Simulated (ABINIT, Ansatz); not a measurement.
## Quasiparticle gap of Na2LiIrF6 (Fm-3m) in ABINIT

Wanted: ground state, empty states, screening and self-energy for Na2LiIrF6 (Fm-3m).

Program: ABINIT 10.8.3. Level of theory: LDA and many-body steps on it, plane waves. Results are calculated unless marked as measured.

## 1. Set-up

It takes space group Fm-3m (No. 225, cubic). Conventional cell: a = 8.010 Å, b = 8.010 Å, c = 8.010 Å, α = 90.00°, β = 90.00°, γ = 90.00°. Nearest to Na lie 12 F at 2.83 Å. Nearest to Li lie 6 F at 1.98 Å. Nearest to Ir lie 6 F at 2.02 Å. Nearest to F lie 1 Li at 1.98 Å and 1 Ir at 2.02 Å and 4 Na at 2.83 Å. Farther neighbours and most contacts between anions are not listed.

The cell and positions are those that the Materials Project relaxed with its own functionals (PBE, PBE+U or r2SCAN), kept fixed. Spin-orbit coupling is left out unless a step names it.

## 2. Ground state

This step: ABINIT 10.8.3; DFT, LDA, plane waves, norm-conserving pseudopotentials.

The ground-state density comes first.

run.abi reads:

```
acell 3*1.0 Angstrom
rprim 
  0.000000000000 4.004814000000 4.004814000000
  4.004814000000 0.000000000000 4.004814000000
  4.004814000000 4.004814000000 -0.000000000000
ntypat 4
znucl 11 3 77 9
natom 10
typat 1 1 2 3 4 4 4 4 4 4
xred 
  0.750000000000 0.750000000000 0.750000000000
  0.250000000000 0.250000000000 0.250000000000
  0.500000000000 0.500000000000 0.500000000000
  0.000000000000 0.000000000000 0.000000000000
  0.747678000000 0.252322000000 0.252322000000
  0.252322000000 0.252322000000 0.747678000000
  0.252322000000 0.747678000000 0.747678000000
  0.252322000000 0.747678000000 0.252322000000
  0.747678000000 0.252322000000 0.747678000000
  0.747678000000 0.747678000000 0.252322000000
pp_dirpath "pseudos"
pseudos "Na.upf, Li.upf, Ir.upf, F.upf"
ecut 38
ngkpt 4 4 4
nshiftk 1
shiftk 0 0 0
kptopt 1
chksymbreak 0
nband 49
occopt 1
tolvrs 1e-10
nstep 60
prtwf 0
optforces 0
optstress 0
indata_prefix "in"
outdata_prefix "out"
tmpdata_prefix "tmp"
```

The run is started by

```bash
$ OMP_NUM_THREADS=1 mpirun -n 4 abinit run.abi > log
```

Numbers of over 12 decimals in the logs are rounded to 6 here.

Log:

```text
.Version 10.8.3 of ABINIT. v10.8.2 released Aug 2026.

 Symmetries : space group Fm -3 m (#225); Bravais cF (face-center cubic)
================================================================================
 Values of the parameters that define the memory need of the present run
     intxc =       0    ionmov =       0      iscf =       7    lmnmax =       8
     lnmax =       8     mgfft =      60  mpssoang =       4    mqgrid =    3001
     natom =      10  nloc_mem =       1    nspden =       1   nspinor =       1
    nsppol =       1      nsym =      48    n1xccc =    2501    ntypat =       4
    occopt =       1   xclevel =       1
-    mband =          49        mffmem =           1         mkmem =           2
       mpw =        9700          nfft =      216000          nkpt =           8
================================================================================
  Rough estimation (10% accuracy) of disk space for files :
================================================================================

--------------------------------------------------------------------------------
------------- Echo of variables that govern the present computation ------------
--------------------------------------------------------------------------------
 -outvars: echo values of preprocessed input variables --------
            acell      1.8897261259E+00  1.8897261259E+00  1.8897261259E+00 Bohr

      chksymbreak           0
             ecut      3.80000000E+01 Hartree
-          fftalg         312

              ixc       -1012
              kpt      0.00000000E+00  0.00000000E+00  0.00000000E+00
                       2.50000000E-01  0.00000000E+00  0.00000000E+00
                       5.00000000E-01  0.00000000E+00  0.00000000E+00
                       2.50000000E-01  2.50000000E-01  0.00000000E+00
                       5.00000000E-01  2.50000000E-01  0.00000000E+00
                      -2.50000000E-01  2.50000000E-01  0.00000000E+00
                       5.00000000E-01  5.00000000E-01  0.00000000E+00
                      -2.50000000E-01  5.00000000E-01  2.50000000E-01
         kptrlatt        4    0    0      0    4    0      0    0    4
          kptrlen      4.28110823E+01
P           mkmem           2
            natom          10
            nband          49
            ngfft          60      60      60
             nkpt           8
            nstep          60
             nsym          48
           ntypat           4
              occ      2.000000  2.000000  2.000000  2.000000  2.000000  2.000000
                       2.000000  2.000000  2.000000  2.000000  2.000000  2.000000
                       2.000000  2.000000  2.000000  2.000000  2.000000  2.000000
                       2.000000  2.000000  2.000000  2.000000  2.000000  2.000000
                       2.000000  2.000000  2.000000  2.000000  2.000000  2.000000
                       2.000000  2.000000  2.000000  2.000000  2.000000  2.000000
                       2.000000  2.000000  2.000000  2.000000  0.000000  0.000000
                       0.000000  0.000000  0.000000  0.000000  0.000000  0.000000
                       0.000000
        optforces           0
        optstress           0
            prtwf           0
            rprim      0.0000000000E+00  4.0048140000E+00  4.0048140000E+00
                       4.0048140000E+00  0.0000000000E+00  4.0048140000E+00
                       4.0048140000E+00  4.0048140000E+00 -0.0000000000E+00
          spgroup         225

           tolvrs      1.00000000E-10

             xred      7.5000000000E-01  7.5000000000E-01  7.5000000000E-01
                       2.5000000000E-01  2.5000000000E-01  2.5000000000E-01
[...]
znucl       11.00000    3.00000   77.00000    9.00000

================================================================================

 chkinp: Checking input parameters for consistency.

================================================================================
== DATASET  1 ==================================================================
-   mpi_nproc: 4, omp_nthreads: 1 (-1 if OMP is not activated)

--- !DatasetInfo
iteration_state: {dtset: 1, }
dimensions: {natom: 10, nkpt: 8, mband: 49, nsppol: 1, nspinor: 1, nspden: 1, mpw: 9700, }
cutoff_energies: {ecut:  38.0, pawecutdg:  -1.0, }
electrons: {nelect:   8.00000000E+01, charge:   0.00000000E+00, occopt:   1.00000000E+00, tsmear:   1.00000000E-02, }

 Real(R)+Recip(G) space primitive vectors, cartesian coordinates (Bohr,Bohr^-1):
 R(1)=  0.0000000  7.5680016  7.5680016  G(1)= -0.0660676  0.0660676  0.0660676
 R(2)=  7.5680016  0.0000000  7.5680016  G(2)=  0.0660676 -0.0660676  0.0660676
 R(3)=  7.5680016  7.5680016  0.0000000  G(3)=  0.0660676  0.0660676 -0.0660676
 Unit cell volume ucvol=  8.6690927E+02 bohr^3
 Angles (23,13,12)=  6.00000000E+01  6.00000000E+01  6.00000000E+01 degrees

 getcut: wavevector=  0.0000  0.0000  0.0000  ngfft=  60  60  60
         ecut(hartree)=     38.000   => boxcut(ratio)=   2.02022

--- Pseudopotential description ------------------------------------------------
- Na Generated using ONCVPSP code by D. R. Hamann
- 11.00000   9.00000  180309                  znucl, zion, pspdat
12 -1012 1 -1 1968                            pspcod,pspxc,lmax,lloc,mmax
     nproj     2     2     0     0
  pspatm : epsatm=    9.37365322
[...]
nproj     2     2     1     0
  pspatm : epsatm=    4.94580260
         --- l  ekb(1:nproj) -->
[...]
2   -2.364936
 pspatm: atomic psp has been read  and splines computed

   6.28790482E+03                                ecore*ucvol(ha*bohr**3)
--------------------------------------------------------------------------------

_setup2: Arith. and geom. avg. npw (full set) are    9694.141    9694.113

================================================================================

--- !BeginCycle
iteration_state: {dtset: 1, }
solver: {iscf: 7, nstep: 60, nline: 4, wfoptalg: 0, }
tolerances: {tolvrs: 1.00E-10, }

     iter   Etot(hartree)      deltaE(h)  residm     vres2
 ETOT  1  -360.46344933888    -3.605E+02 1.727E-01 1.530E+03
 ETOT  2  -360.56965539920    -1.062E-01 4.991E-03 1.995E+03
 ETOT  3  -361.03618532924    -4.665E-01 1.402E-02 1.122E+02
 ETOT  4  -361.04704935032    -1.086E-02 1.071E-03 1.139E+01
 ETOT  5  -361.04848628689    -1.437E-03 1.652E-03 1.100E+00
 ETOT  6  -361.04862931163    -1.430E-04 4.014E-04 9.435E-03
 ETOT  7  -361.04862990696    -5.953E-07 4.185E-04 4.540E-04
 ETOT  8  -361.04862996985    -6.289E-08 1.518E-04 2.525E-05
 ETOT  9  -361.04862997416    -4.302E-09 3.888E-04 3.685E-06
 ETOT 10  -361.04862997475    -5.887E-10 2.385E-04 1.166E-07
 ETOT 11  -361.04862997475    -4.320E-12 4.910E-04 1.727E-09
 ETOT 12  -361.04862997476    -1.216E-11 2.569E-04 1.360E-10
 ETOT 13  -361.04862997476    -2.672E-12 4.314E-04 3.358E-12

 At SCF step   13       vres2   =  3.36E-12 < tolvrs=  1.00E-10 =>converged.

--- !ResultsGS
iteration_state: {dtset: 1, }
comment   : Summary of ground state results
lattice_vectors:
- [  0.0000000,   7.5680016,   7.5680016, ]
- [  7.5680016,   0.0000000,   7.5680016, ]
- [  7.5680016,   7.5680016,  -0.0000000, ]
lattice_lengths: [  10.70277,   10.70277,   10.70277, ]
lattice_angles: [ 60.000,  60.000,  60.000, ] # degrees, (23, 13, 12)
lattice_volume:   8.6690927E+02
convergence: {deltae: -2.672E-12, res2:  3.358E-12, residm:  4.314E-04, diffor:  0.000E+00, }
etotal    :  -3.61048630E+02
entropy   :   0.00000000E+00
fermie    :   9.28298662E-02
cartesian_stress_tensor: null
pressure_GPa: null
xred      :
- [  7.5000E-01,   7.5000E-01,   7.5000E-01, Na]
- [  2.5000E-01,   2.5000E-01,   2.5000E-01, Na]
- [  5.0000E-01,   5.0000E-01,   5.0000E-01, Li]
- [  0.0000E+00,   0.0000E+00,   0.0000E+00, Ir]
- [  7.4768E-01,   2.5232E-01,   2.5232E-01,  F]
- [  2.5232E-01,   2.5232E-01,   7.4768E-01,  F]
- [  2.5232E-01,   7.4768E-01,   7.4768E-01,  F]
- [  2.5232E-01,   7.4768E-01,   2.5232E-01,  F]
- [  7.4768E-01,   2.5232E-01,   7.4768E-01,  F]
- [  7.4768E-01,   7.4768E-01,   2.5232E-01,  F]
cartesian_forces: null
force_length_stats: {min: null, max: null, mean: null, }

 Integrated electronic density in atomic spheres:
 ------------------------------------------------
 Atom  Sphere_radius  Integrated_density
[...]
================================================================================

 ----iterations are completed or convergence reached----

 Mean square residual over all n,k,spin=   12.313E-07; max=  43.137E-05
 reduced coordinates (array xred) for   10 atoms
[...]
0.252322000000      0.252322000000      0.747678000000
       0.252322000000      0.747678000000      0.747678000000
       0.252322000000      0.747678000000      0.252322000000
       0.747678000000      0.252322000000      0.747678000000
       0.747678000000      0.747678000000      0.252322000000
 rms dE/dt=  0.0000E+00; max dE/dt=  0.0000E+00; dE/dt below (all hartree)
    1       0.000000000000      0.000000000000      0.000000000000
    2       0.000000000000      0.000000000000      0.000000000000
    3       0.000000000000      0.000000000000      0.000000000000
    4       0.000000000000      0.000000000000      0.000000000000
    5       0.000000000000      0.000000000000      0.000000000000
    6       0.000000000000      0.000000000000      0.000000000000
    7       0.000000000000      0.000000000000      0.000000000000
    8       0.000000000000      0.000000000000      0.000000000000
    9       0.000000000000      0.000000000000      0.000000000000
   10       0.000000000000      0.000000000000      0.000000000000

 cartesian coordinates (angstrom) at end:
[...]
6      4.004814     4.004814     2.021005
    7      5.988623     4.004814     4.004814
    8      4.004814     2.021005     4.004814
    9      4.004814     5.988623     4.004814
   10      4.004814     4.004814     5.988623
 length scales=  1.889726125908  1.889726125908  1.889726125908 bohr
              =  1.000000000000  1.000000000000  1.000000000000 angstroms
 prteigrs : about to open file out_EIG
 Fermi (or HOMO) energy (hartree) =   0.09283   Average Vxc (hartree)=  -0.36919
 Eigenvalues (hartree) for nkpt=   8  k points:
 kpt#   1, nband= 49, wtk=  0.01563, kpt=  0.0000  0.0000  0.0000 (reduced coord)
  -3.29617   -1.77734   -1.77732   -1.70648   -1.70648   -1.70648   -1.49309   -0.76625
  -0.76625   -0.76625   -0.76597   -0.76597   -0.76597   -0.76513   -0.74439   -0.74439
  -0.74314   -0.74314   -0.74314   -0.18360   -0.15002   -0.15002   -0.13511   -0.13511
  -0.13511   -0.12838   -0.12838   -0.12838   -0.05908   -0.05908   -0.05908   -0.05686
  -0.05686   -0.05686   -0.03670   -0.03670   -0.03670    0.08101    0.08101    0.08101
   0.17186    0.18915    0.18915    0.33235    0.41552    0.42322    0.42322    0.42322
   0.43881
 prteigrs : prtvol=0 or 1, do not print more k-points.

--- !EnergyTerms
iteration_state     : {dtset: 1, }
comment             : Components of total free energy in Hartree
kinetic             :  1.89435608033865E+02
hartree             :  1.12055794768688E+02
xc                  : -6.85664566182452E+01
Ewald energy        : -2.11486172994627E+02
psp_core            :  7.25324437413571E+00
local_psp           : -3.45208426457825E+02
non_local_psp       : -4.45322210807554E+01
total_energy        : -3.61048629974764E+02
total_energy_eV     : -9.82463372382558E+03
band_energy         : -4.81026082161331E+01

== END DATASET(S) ==============================================================
================================================================================

 -outvars: echo values of variables after computation  --------
           etotal     -3.6104862997E+02
            nband          49
             nkpt           8
          spgroup         225
 [... the other variables as echoed above ...]

 Calculation completed.
```

Elapsed: 1.8 min, on 4 MPI ranks of Arm Neoverse N1, shared host; peak memory 0.5 GiB; 7.3 min of CPU time.

Numbers from this step:

- total energy: -9824.6337 eV
- gap: 2.036 eV
- k of the valence top: 0.5, 0.5, 0
- k of the conduction bottom: 0.5, 0.5, 0
- least direct gap: 2.036 eV

The gap is direct, at (0.500, 0.500, 0.000).

## 3. Empty states on the mesh, 2×2×2 mesh, 113 bands

The sums over transitions need many empty states on a uniform mesh; this step solves for them.

run.abi: that of step 2 with these lines changed.

```diff
@@ -23,3 +23,3 @@
 ecut 38
-ngkpt 4 4 4
+ngkpt 2 2 2
 nshiftk 1
@@ -28,9 +28,10 @@
 chksymbreak 0
-nband 49
-occopt 1
-tolvrs 1e-10
+iscf -2
+irdden 1
+istwfk *1
+nband 113
+nbdbuf 10
+tolwfr 1e-09
 nstep 60
-prtwf 0
-optforces 0
-optstress 0
+prtvol 0
 indata_prefix "in"
```

Log:

```text
.Version 10.8.3 of ABINIT. v10.8.2 released Aug 2026.

 Symmetries : space group Fm -3 m (#225); Bravais cF (face-center cubic)
[... echo of the input left out ...]
== DATASET  1 ==================================================================
-   mpi_nproc: 4, omp_nthreads: 1 (-1 if OMP is not activated)
-    --> not optimal distribution: autoparal keyword recommended in input file <--

--- !DatasetInfo
iteration_state: {dtset: 1, }
dimensions: {natom: 10, nkpt: 3, mband: 113, nsppol: 1, nspinor: 1, nspden: 1, mpw: 9756, }
cutoff_energies: {ecut:  38.0, pawecutdg:  -1.0, }
electrons: {nelect:   8.00000000E+01, charge:   0.00000000E+00, occopt:   1.00000000E+00, tsmear:   1.00000000E-02, }

 Real(R)+Recip(G) space primitive vectors, cartesian coordinates (Bohr,Bohr^-1):
 R(1)=  0.0000000  7.5680016  7.5680016  G(1)= -0.0660676  0.0660676  0.0660676
 R(2)=  7.5680016  0.0000000  7.5680016  G(2)=  0.0660676 -0.0660676  0.0660676
 R(3)=  7.5680016  7.5680016  0.0000000  G(3)=  0.0660676  0.0660676 -0.0660676
 Unit cell volume ucvol=  8.6690927E+02 bohr^3
 Angles (23,13,12)=  6.00000000E+01  6.00000000E+01  6.00000000E+01 degrees

 getcut: wavevector=  0.0000  0.0000  0.0000  ngfft=  60  60  60
         ecut(hartree)=     38.000   => boxcut(ratio)=   2.02022

--- Pseudopotential description ------------------------------------------------
- Na Generated using ONCVPSP code by D. R. Hamann
- 11.00000   9.00000  180309                  znucl, zion, pspdat
12 -1012 1 -1 1968                            pspcod,pspxc,lmax,lloc,mmax
     nproj     2     2     0     0
  pspatm : epsatm=    9.37365322
         --- l  ekb(1:nproj) -->
             0    2.664741   -0.674314
             1   -6.796556   -2.419774
 pspatm: atomic psp has been read  and splines computed

- Li Generated using ONCVPSP code by D. R. Hamann
-  3.00000   3.00000  180309                  znucl, zion, pspdat
12 -1012 1 -1 1944                            pspcod,pspxc,lmax,lloc,mmax
     nproj     2     2     0     0
  pspatm : epsatm=    2.61415252
         --- l  ekb(1:nproj) -->
             0   -4.854561   -1.448487
[...]
pspatm: atomic psp has been read  and splines computed

- Ir Generated using ONCVPSP code by D. R. Hamann
- 77.00000  17.00000  180309                  znucl, zion, pspdat
12 -1012 3 -1 1296                            pspcod,pspxc,lmax,lloc,mmax
     nproj     2     2     2     2
  pspatm : epsatm=   27.56253566
         --- l  ekb(1:nproj) -->
[...]
pspatm: atomic psp has been read  and splines computed

- F Generated using ONCVPSP code by D. R. Hamann
-  9.00000   7.00000  201202                  znucl, zion, pspdat
12 -1012 2 -1 824                             pspcod,pspxc,lmax,lloc,mmax
     nproj     2     2     1     0
  pspatm : epsatm=    4.94580260
         --- l  ekb(1:nproj) -->
[...]
2   -2.364936
[...]
-3.2962E+00 -1.7773E+00 -1.7773E+00 -1.7065E+00 -1.7065E+00 -1.7065E+00
 -1.4931E+00 -7.6625E-01 -7.6625E-01 -7.6625E-01 -7.6597E-01 -7.6597E-01
 -7.6597E-01 -7.6513E-01 -7.4439E-01 -7.4439E-01 -7.4314E-01 -7.4314E-01
[...]
1.2129E+00  1.2209E+00  1.2209E+00  1.2209E+00  1.2423E+00  1.2423E+00
  1.3133E+00  1.3133E+00  1.3133E+00  1.3592E+00  1.3592E+00  1.3592E+00
  1.3778E+00  1.4304E+00  1.4304E+00  1.4927E+00  1.4946E+00
 prteigrs : prtvol=0 or 1, do not print more k-points.

--- !ResultsGS
iteration_state: {dtset: 1, }
comment   : Summary of ground state results
lattice_vectors:
- [  0.0000000,   7.5680016,   7.5680016, ]
- [  7.5680016,   0.0000000,   7.5680016, ]
- [  7.5680016,   7.5680016,  -0.0000000, ]
lattice_lengths: [  10.70277,   10.70277,   10.70277, ]
lattice_angles: [ 60.000,  60.000,  60.000, ] # degrees, (23, 13, 12)
lattice_volume:   8.6690927E+02
convergence: {deltae:  0.000E+00, res2:  0.000E+00, residm:  9.991E-10, diffor:  0.000E+00, }
etotal    :  -3.61048630E+02
entropy   :   0.00000000E+00
fermie    :   9.28298662E-02
cartesian_stress_tensor: null
pressure_GPa: null
xred      :
- [  7.5000E-01,   7.5000E-01,   7.5000E-01, Na]
- [  2.5000E-01,   2.5000E-01,   2.5000E-01, Na]
- [  5.0000E-01,   5.0000E-01,   5.0000E-01, Li]
- [  0.0000E+00,   0.0000E+00,   0.0000E+00, Ir]
- [  7.4768E-01,   2.5232E-01,   2.5232E-01,  F]
- [  2.5232E-01,   2.5232E-01,   7.4768E-01,  F]
- [  2.5232E-01,   7.4768E-01,   7.4768E-01,  F]
- [  2.5232E-01,   7.4768E-01,   2.5232E-01,  F]
- [  7.4768E-01,   2.5232E-01,   7.4768E-01,  F]
- [  7.4768E-01,   7.4768E-01,   2.5232E-01,  F]
cartesian_forces: null
force_length_stats: {min: null, max: null, mean: null, }

 Integrated electronic density in atomic spheres:
 ------------------------------------------------
 Atom  Sphere_radius  Integrated_density
[...]
================================================================================

 ----iterations are completed or convergence reached----

 Mean square residual over all n,k,spin=   40.508E-11; max=  99.912E-11
 reduced coordinates (array xred) for   10 atoms
[...]
0.747678000000      0.252322000000      0.747678000000
       0.747678000000      0.747678000000      0.252322000000

 cartesian coordinates (angstrom) at end:
    1      6.007221     6.007221     6.007221
    2      2.002407     2.002407     2.002407
    3      4.004814     4.004814     4.004814
[...]
9      4.004814     5.988623     4.004814
   10      4.004814     4.004814     5.988623
 length scales=  1.889726125908  1.889726125908  1.889726125908 bohr
              =  1.000000000000  1.000000000000  1.000000000000 angstroms
 prteigrs : about to open file out_EIG
 Eigenvalues (hartree) for nkpt=   3  k points:
 kpt#   1, nband=113, wtk=  0.12500, kpt=  0.0000  0.0000  0.0000 (reduced coord)
[...]
1.21291    1.22087    1.22087    1.22087    1.24233    1.24233    1.31331    1.31331
   1.31331    1.35919    1.35919    1.35919    1.37780    1.43041    1.43041    1.49272
   1.49462
 prteigrs : prtvol=0 or 1, do not print more k-points.

== END DATASET(S) ==============================================================
================================================================================

 -outvars: echo values of variables after computation  --------
            nband         113
             nkpt           3
          spgroup         225
 [... the other variables as echoed above ...]

 Calculation completed.
```

The job ended after 71 s (4 MPI ranks; peak memory 0.41 GiB; 4.7 min of CPU time).

Numbers from this step:

```
gap                                                           : 2.036 eV
k of the valence top                                          : 0.5, 0.5, 0
k of the conduction bottom                                    : 0.5, 0.5, 0
least direct gap                                              : 2.036 eV
k points computed                                             : 3
lowest point of the top converged band, above the valence top : 33.21 eV
```

On this mesh the gap is 2.036 eV.

(Part 1 of 2 ends here.)

[Paths, hosts, dates, memory and timing lines, banners, echoed tables and standing remarks are left out of the program output.]

[Logs are printed without paths, hosts, clocks, repeated set-up lines and the standing remarks that a program may print on its own settings, such as how far it seeks lower states.]

[Runs of the session that timed out or met a known fault of the program may be left out.]

[Hosts, paths, dates, database ids (printed as entryN), source tags and the programs' standing remarks are cut or masked in the printed files.]

[G0W0 gaps are taken among the corrected bands and points alone; a level outside them can change the order at an edge.]

[Where Ansatz stands beside ABINIT at settings called matched, ABINIT's density can come from a denser mesh and the files from another edition; pairs whose starting gaps differed by over 0.03 eV were left out, so agreement reads better than it is.]
